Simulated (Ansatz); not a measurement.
In doubt: masses and optical values from hybrid runs of this build are listed as unsure (in some of the runs), which bears on the screening that GW takes from such a start.

System: BaNaLaWO6 (F-43m).

The structure is cubic, space group F-43m (No. 216). The conventional cell has a = 8.647 Å, b = 8.647 Å, c = 8.647 Å, α = 90.00°, β = 90.00°, γ = 90.00°. Nearest to Na lie 12 O at 3.07 Å. Nearest to Ba lie 12 O at 3.07 Å. Nearest to La lie 6 O at 2.38 Å. Nearest to W lie 6 O at 1.94 Å. Nearest to O lie 1 W at 1.94 Å and 1 La at 2.38 Å and 2 Ba at 3.07 Å and 2 Na at 3.07 Å. Farther neighbours and most contacts between anions are not listed.

```yaml
crystal:
  lattice:
    - [0.00000, 4.32374, 4.32374]
    - [4.32374, 0.00000, 4.32374]
    - [4.32374, 4.32374, 0.00000]
  atoms:
    - { symbol: Na, position: [0.75000, 0.75000, 0.75000] }
    - { symbol: Ba, position: [0.25000, 0.25000, 0.25000] }
    - { symbol: La, position: [0.00000, 0.00000, 0.00000] }
    - { symbol: W, position: [0.50000, 0.50000, 0.50000] }
    - { symbol: O, position: [0.72448, 0.27552, 0.27552] }
    - { symbol: O, position: [0.27552, 0.72448, 0.72448] }
    - { symbol: O, position: [0.72448, 0.72448, 0.27552] }
    - { symbol: O, position: [0.27552, 0.27552, 0.72448] }
    - { symbol: O, position: [0.27552, 0.72448, 0.27552] }
    - { symbol: O, position: [0.72448, 0.27552, 0.72448] }
```

The cell is the Materials Project's (PBE, PBE+U or r2SCAN) relaxed one; the ions were relaxed with PBE or PBE+U in the database cell. Spin-orbit coupling is left out unless a run names it.

Gaps computed with Ansatz 0.2.0 without a self-energy: HSE06 3.83 eV, r2SCAN 2.89 eV and PBE0 4.58 eV.

Q: Estimate the G0W0@HSE06 gap with 4×4×4 mesh, 886 empty bands, screening to 180 eV, PAW set soft_1 files.

About 4.28 eV: on its mesh the run moves the gap from 3.83 eV by +0.46 eV. Among the scalar-relativistic levels given, PBE0 is nearest (+0.30 eV). Bands and cutoff are finite, so the gap is not at the basis limit. The miss can reach some tenths of an eV and take either sign; the mesh is an error of its own. Empty 4f levels lie among the conduction bands. Their place in the start is unsure; it enters the screening, and the edge itself where they lie low. The many-body steps are scalar-relativistic: spin-orbit coupling is not in them.

[Paths, hosts, dates, memory and timing lines, banners, echoed tables and standing remarks are left out of the program output.]

[Logs are printed without paths, hosts, clocks, repeated set-up lines and the standing remarks that a program may print on its own settings, such as how far it seeks lower states.]

[Runs of the session that timed out or met a known fault of the program may be left out.]

[Cells called generated may have been cut or substituted from an entry of the Crystallography Open Database or the Materials Project.]

[Hosts, paths, dates, database ids (printed as entryN), source tags and the programs' standing remarks are cut or masked in the printed files.]
